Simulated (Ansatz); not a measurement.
## Be2Ge (model cell, started as antifluorite): a soft mode frozen in

Wanted: the energy along a soft mode of Be2Ge (model cell, started as antifluorite) and the structure at the end.

Main program and level: Ansatz 0.2.0; DFT PBEsol, scalar-relativistic, plane waves, PAW.

Report form: the programs' logs are mostly left out.

The structure was built from a prototype and need not be the compound's stable phase.

## (1) The structure

The structure is cubic, space group Fm-3m (No. 225). Conventional cell: a = 5.332 Å, b = 5.332 Å, c = 5.332 Å, α = 90.00°, β = 90.00°, γ = 90.00°. Nearest to Ge lie 8 Be at 2.31 Å. Nearest to Be lie 4 Ge at 2.31 Å. Farther neighbours are not listed.

## (2) Response at finite wavevector

The cell comes from relaxations at this level that are not shown. Stability and thermal properties need the whole zone. Linear response on a 4×4×4 q mesh gives force constants as far as a supercell of that size would.

Input file input.yaml:

```yaml
crystal:
  lattice:
    - [0.0, 2.6658020919, 2.6658020919]
    - [2.6658020919, 0.0, 2.6658020919]
    - [2.6658020919, 2.6658020919, 0.0]
  atoms:
    - { symbol: Ge, position: [0.0, 0.0, 0.0] }
    - { symbol: Be, position: [0.25, 0.25, 0.25] }
    - { symbol: Be, position: [0.75, 0.75, 0.75] }
kpoints:
  mp_grid: { grid: [12, 12, 12] }
hamiltonian:
  xc: pbesol
scf:
  occupations: { method: methfessel_paxton, width: 0.15 }
output:
  eigenvalues: true
phonons:
  method: dfpt
  qmesh: [4, 4, 4]
  temperatures: { t_max: 1000, t_step: 50 }
  qpath:
    path:
      - [[0.0, 0.0, 0.0], [0.5, 0.0, 0.5], [0.625, 0.25, 0.625]]
      - [[0.375, 0.375, 0.75], [0.0, 0.0, 0.0], [0.5, 0.5, 0.5], [0.5, 0.25, 0.75], [0.5, 0.0, 0.5]]
    npoints: 10
```

Launch:

```console
$ ansatz run input.yaml --threads 4 --pin off --max-ram 7168MiB --backend cpu --events-out ev --progress --plain --runs-dir out
```

Elapsed: 5.3 min, on 4 threads of Intel Xeon 6975P-C (Granite Rapids), shared host; peak memory 2.2 GiB.

Numbers from this step:

| Item | Value |
| --- | --- |
| volume per atom | 12.63 Å³ |
| gap on the k-mesh | 0 eV |
| sum-rule residual before enforcement | 1.33e-6 eV/Å² |
| lowest frequency on the path | -74.47 cm⁻¹ |
| point group | m-3m |
| highest frequency on the path or at a solved wavevector | 533 cm⁻¹ |
| highest optical mode at the zone centre (no LO-TO term) | 389.6 cm⁻¹ |
| lowest optical zone-centre mode | 378.6 cm⁻¹ |
| lowest mode on the q mesh (acoustic modes at Γ apart) | -74.47 cm⁻¹ |

Frequencies (cm⁻¹) solved at each irreducible wavevector; negative means imaginary. Frequencies by wavevector, by row:

```
q in reciprocal lattice units  star  mode 1  mode 2  mode 3  mode 4  mode 5  mode 6  mode 7  mode 8  mode 9
                        0 0 0     1       0       0       0   378.6   378.6   378.6   389.6   389.6   389.6
                     0 0 0.25     8    52.5    52.5   166.6   362.9   362.9   382.8   406.5   406.5   499.6
                     0 0 -0.5     4   -44.9   -44.9   203.5   390.3   390.3     409     409   429.8     533
                  0 0.25 0.25     6    77.5    77.5   168.1   341.4   341.4   414.8     417     417   490.1
                  0 0.25 -0.5    24    41.6   150.9   181.6   361.1   384.6   408.2   417.9   439.7   475.4
                 0 0.25 -0.25    12    83.7   154.2   169.9   348.4     390   407.2   420.1   441.5   450.9
                  0 -0.5 -0.5     3   -74.5   -74.5   221.2   358.6   358.6   416.1   416.1   423.3   531.7
              0.25 -0.5 -0.25     6   143.9   163.7   163.7   394.7   397.7   401.6   401.6   411.8   463.2
```

Interpolated from a 4×4×4 q mesh. The phonon branches at the labelled points (cm⁻¹):

```
    point  branch 1  branch 2  branch 3  branch 4  branch 5  branch 6  branch 7  branch 8  branch 9
        Γ         0         0         0       379       379       379       390       390       390
  halfway        78        78       168       341       341       415       417       417       490
        X       -74       -74       221       359       359       416       416       423       532
  halfway       -60        62       214       361       374       409       417       422       515
        U        32       151       199       363       396       402       417       419       482
jump to K        32       151       199       363       396       402       417       419       482
  halfway        78       126       153       347       374       384       415       449       464
        Γ         0         0         0       379       379       379       390       390       390
  halfway        53        53       167       363       363       383       406       406       500
        L       -45       -45       204       390       390       409       409       430       533
  halfway        82       132       192       366       388       417       422       444       458
        W       144       164       164       395       398       402       402       412       463
  halfway        74        76       207       375       376       407       414       420       500
        X       -74       -74       221       359       359       416       416       423       532
```

Symmetry leaves 8 wavevectors to solve. The lowest mode among them, the acoustic zeros apart, lies at q = (0, -0.5, -0.5) and is imaginary, 74.5i cm⁻¹, so the energy falls along it.

## (3) The mode frozen in, largest atomic shift 0 Å

The mode followed lies at q = (0, -0.5, -0.5) with frequency 74.5i cm⁻¹ and is 2-fold degenerate, the softest among the wavevectors solved. At small amplitude the distorted cell has space group no. 63 by a symmetry search on the positions. The undistorted cell that holds it gives the zero of energy on the same k mesh.

System of this step: Be2Ge (model cell, started as antifluorite). The structure is cubic, space group Fm-3m (No. 225). The conventional cell has a = 5.332 Å, b = 5.332 Å, c = 5.332 Å, α = 90.00°, β = 90.00°, γ = 90.00°. Nearest to Ge lie 8 Be at 2.31 Å. Nearest to Be lie 4 Ge at 2.31 Å. Farther neighbours are not listed.

Input file input.yaml:

```yaml
crystal:
  lattice:
    - [0.0, -2.6658020919, -2.6658020919]
    - [0.0, 2.6658020919, -2.6658020919]
    - [5.3316041838, 0.0, 0.0]
  atoms:
    - { symbol: Ge, position: [0.5, 0.5, 0.5] }
    - { symbol: Ge, position: [0.0, 0.0, 0.0] }
    - { symbol: Be, position: [0.0, 0.5, 0.75] }
    - { symbol: Be, position: [0.5, 0.0, 0.25] }
    - { symbol: Be, position: [0.0, 0.5, 0.25] }
    - { symbol: Be, position: [0.5, 0.0, 0.75] }
kpoints:
  mp_grid: { grid: [8, 8, 6] }
hamiltonian:
  xc: pbesol
scf:
  occupations: { method: methfessel_paxton, width: 0.15 }
output:
  forces: true
  stress: true
  eigenvalues: true
```

It took 2.1 s on 4 threads; peak memory 0.46 GiB.

This step gave:

| Quantity | Value |
| --- | --- |
| pressure | -0.003659 GPa |
| energy from the undistorted cell | 0 meV/atom |

The run ends at a pressure of 0.00 GPa.

## (4) The mode frozen in, largest atomic shift 0.14 Å

The atoms are moved along the unstable eigenvector, the largest shift by 0.14 Å, with the cell fixed.

Input file input.yaml:

```yaml
crystal:
  lattice:
    - [0.0, -2.6658020919, -2.6658020919]
    - [0.0, 2.6658020919, -2.6658020919]
    - [5.3316041838, 0.0, 0.0]
  atoms:
    - { symbol: Ge, position: [0.5239193253, 0.5239193253, 0.5] }
    - { symbol: Ge, position: [-0.0239193253, -0.0239193253, 0.0] }
    - { symbol: Be, position: [0.0262585134, 0.4737414866, 0.75] }
    - { symbol: Be, position: [0.4737414866, 0.0262585134, 0.25] }
    - { symbol: Be, position: [0.0262585134, 0.4737414866, 0.25] }
    - { symbol: Be, position: [0.4737414866, 0.0262585134, 0.75] }
kpoints:
  mp_grid: { grid: [8, 8, 6] }
hamiltonian:
  xc: pbesol
scf:
  occupations: { method: methfessel_paxton, width: 0.15 }
output:
  forces: true
  stress: true
  eigenvalues: true
  write_density: true
  write_potential: true
  elf: true
  volumetric_format: npy
```

Run time: 3.9 s. Hardware: 4 threads; peak memory 0.5 GiB.

Numbers from this step:

| Quantity | Value |
| --- | --- |
| pressure | -0.1774 GPa |
| energy from the undistorted cell | -1.846 meV/atom |

The energy, extrapolated to zero smearing, is -1.85 meV/atom against the undistorted cell.

The run ends at a pressure of -0.18 GPa, with forces up to 0.074 eV/Å.

## (5) Energy along the mode, all amplitudes (two of the runs are shown above)

An imaginary frequency means negative curvature, so the energy should fall and then rise again as anharmonic terms take over.

Numbers from this step:

| Property | Result |
| --- | --- |
| depth at the lowest point sampled | 1.846 meV/atom |
| largest atomic shift at that point | 0.14 Å |

Energy from the parent against largest atomic shift:

```
largest atomic shift (Å)  energy from the parent (meV/atom)
                  0.0000                                  0
                  0.0400                             -0.437
                  0.0800                              -1.44
                  0.1400                              -1.85
                  0.2200                               6.93
```

Displacement at unit largest shift by atom:

```
atom  x (Å)  y (Å)  z (Å)  size
 Ge1   0.00   0.00  -0.91  0.91
 Ge2   0.00   0.00   0.91  0.91
 Be3   0.00  -1.00   0.00  1.00
 Be4   0.00   1.00   0.00  1.00
 Be5   0.00  -1.00   0.00  1.00
 Be6   0.00   1.00   0.00  1.00
```

The lowest of the steps tried is at 0.14 Å, 1.85 meV/atom below the parent; the bottom of the well need not coincide with a step.

## (6) Relaxation from the frozen mode

Starting from the lowest point found, all atoms and the cell are let go, so that strain and other modes of the same symmetry can join in.

input.yaml, as its differences from that of step 4:

```diff
@@ -22,5 +22,6 @@
   eigenvalues: true
-  write_density: true
-  write_potential: true
-  elf: true
-  volumetric_format: npy
+relax:
+  adjacent_minimum: "off"
+  f_tol: 0.002
+  max_steps: 120
+  cell: { stress_tol: 0.03 }
```

Elapsed: 18 s, on 4 threads; peak memory 0.51 GiB.

Relaxation path:

```
step  energy less that of the first step (eV)  largest force component (eV/Å)  pressure (GPa)  volume (Å³)
   1                                   0.0000                          0.0743           -0.18        75.78
   2                                  -0.0141                          0.0590           -0.03        75.54
   3                                  -0.0155                          0.0214            0.02        75.46
   4                                  -0.0166                          0.0239            0.03        75.38
   5                                  -0.0168                          0.0028            0.00        75.40
   6                                  -0.0168                          0.0001            0.00        75.39
  7*                                  -0.0168                          0.0001            0.00        75.39
```

Relaxation steps marked * repeat the geometry before them on a plane-wave basis chosen anew for their cell, so energy and pressure can jump there.

Forces are held to the 8 operations that the run works with; a distortion that breaks them can't arise in this run.

```
conventional cell, symmetrised  before  after  change
                         a (Å)   5.332  5.432  +1.9 %
                         b (Å)   5.332  5.345  +0.2 %
                         c (Å)   5.332  5.194  -2.6 %
              volume (Å³/atom)   12.63  12.57  -0.5 %
```

The atoms that moved most (Å, as changes of fractional coordinates times the final cell):

```
atom     dx      dy      dz  length
 Ge1  0.000   0.000  -0.037   0.037
 Ge2  0.000   0.000   0.037   0.037
 Be6  0.000   0.025   0.000   0.025
 Be5  0.000  -0.025   0.000   0.025
 Be3  0.000  -0.025   0.000   0.025
 Be4  0.000   0.025   0.000   0.025
```

Numbers from this step:

```
pressure        : 0.002033 GPa
volume per atom : 12.57 Å³
```

The distorted start has space group Cmcm; the relaxation ends in Cmcm.

## (7) Modes of the new phase, k-mesh 8×8×6

A relaxed structure may still be a saddle point, so its zone-centre modes are computed. No field response is asked, since the mesh shows no gap.

Input file input.yaml:

```yaml
crystal:
  lattice:
    - [0.0, -2.7158777694, -2.672250325]
    - [0.0, 2.7158777694, -2.672250325]
    - [5.1942327268, 0.0, 0.0]
  atoms:
    - { symbol: Ge, position: [0.5308275751, 0.5308275751, 0.5] }
    - { symbol: Ge, position: [-0.0308275751, -0.0308275751, 0.0] }
    - { symbol: Be, position: [0.0308172686, 0.4691827314, 0.75] }
    - { symbol: Be, position: [0.4691827314, 0.0308172686, 0.25] }
    - { symbol: Be, position: [0.0308172686, 0.4691827314, 0.25] }
    - { symbol: Be, position: [0.4691827314, 0.0308172686, 0.75] }
kpoints:
  mp_grid: { grid: [8, 8, 6] }
hamiltonian:
  xc: pbesol
scf:
  occupations: { method: methfessel_paxton, width: 0.15 }
output:
  eigenvalues: true
phonons:
  method: dfpt
```

Run time: 61 s. Hardware: 4 threads; peak memory 1.6 GiB; 3.6 min of CPU time.

This step gave:

* sum-rule residual before enforcement: 2.72e-5 eV/Å²
* point group: mmm
* highest optical mode at the zone centre (no LO-TO term): 532.4 cm⁻¹
* lowest optical zone-centre mode: -37 cm⁻¹

Patterns of degenerate modes are one choice out of their space. The modes at Γ (shares of kinetic energy by element, %) (negative means imaginary):

```
mode  frequency (cm⁻¹)  symmetry  Ge %  Be %
   1             -37.0       B1g    74    26
   2               0.0  acoustic    80    20
   3               0.0  acoustic    80    20
   4               0.0  acoustic    80    20
   5             114.0        Ag    87    13
   6             194.8       B3g    97     3
   7             351.9       B2g     0   100
   8             353.1       B1u     5    95
   9             358.4        Au     0   100
  10             369.7       B2u    18    82
  11             389.9       B3u    20    80
  12             398.1       B1g     7    93
  13             401.9       B1u    15    85
  14             407.8       B1g    19    81
  15             420.0       B2g     0   100
  16             431.5       B3g     3    97
  17             467.4        Ag    13    87
  18             532.4       B2u     2    98
```

Displacements in mode 1 (-37.0 cm⁻¹), the largest set to 1:
```
Ge1  0.00  0.84  0.00
Ge2  0.00 -0.84  0.00
Be3 -0.11  0.00  1.00
Be4 -0.11  0.00 -1.00
Be5  0.11  0.00  1.00
Be6  0.11  0.00 -1.00
```

Displacements in mode 10 (369.7 cm⁻¹), the largest set to 1:
```
Ge1  0.00  0.00 -0.25
Ge2  0.00  0.00 -0.25
Be3 -0.36  0.00  1.00
Be4  0.36  0.00  1.00
Be5  0.36  0.00  1.00
Be6 -0.36  0.00  1.00
```

Before it was imposed, the acoustic sum rule was missed by 2.7e-5 eV/Å². Small misses are needed for a sound result but don't prove that mesh and cutoff are converged. The lowest optical mode is imaginary, 37.0i cm⁻¹, so the energy falls along it.

## (8) Results

* unstable mode of the parent: q = (0, -0.5, -0.5), 74i cm⁻¹
* depth at the lowest point sampled: 1.85 meV/atom
* largest atomic shift at that point: 0.14 Å
* space group reached (within 0.01 Å): Cmcm
* energy gained over the parent (first relaxation, on the mesh of the frozen mode): 4.62 meV/atom
* volume per atom, phase reached: 12.6 Å³
* lowest optical zone-centre mode, phase reached: -37.0 cm⁻¹
* highest optical mode at the zone centre (no LO-TO term), phase reached: 532 cm⁻¹

In words: Along this mode the structure falls into Cmcm, 4.62 meV/atom below the parent. At the parent's cell the well is 1.846 meV/atom deep on the steps tried, with its lowest point at a shift of 0.14 Å. Relaxing atoms and cell changes the gain by +2.78 meV/atom against the lowest step (energies at zero smearing). Most of the total comes from this relaxation. The new phase still has an imaginary mode at the zone centre of its cell, so it is a saddle point on the way to a lower structure. Of the 5 patterns followed to their end from this parent, this one ends 3.08 meV/atom above the lowest, Pmmn. Each path keeps the symmetry of its pattern, so a lower phase may lie along a pattern not tried. With no gap, or one that is small against the smearing, the frequencies hang on the k mesh and the smearing, most of all near Kohn anomalies. The starting cell was built on a prototype and not taken from a measurement, so the phase need not exist.

[Logs are printed without paths, hosts, clocks, repeated set-up lines and the standing remarks that a program may print on its own settings, such as how far it seeks lower states.]

[Hosts, paths, dates, database ids (printed as entryN), source tags and the programs' standing remarks are cut or masked in the printed files.]
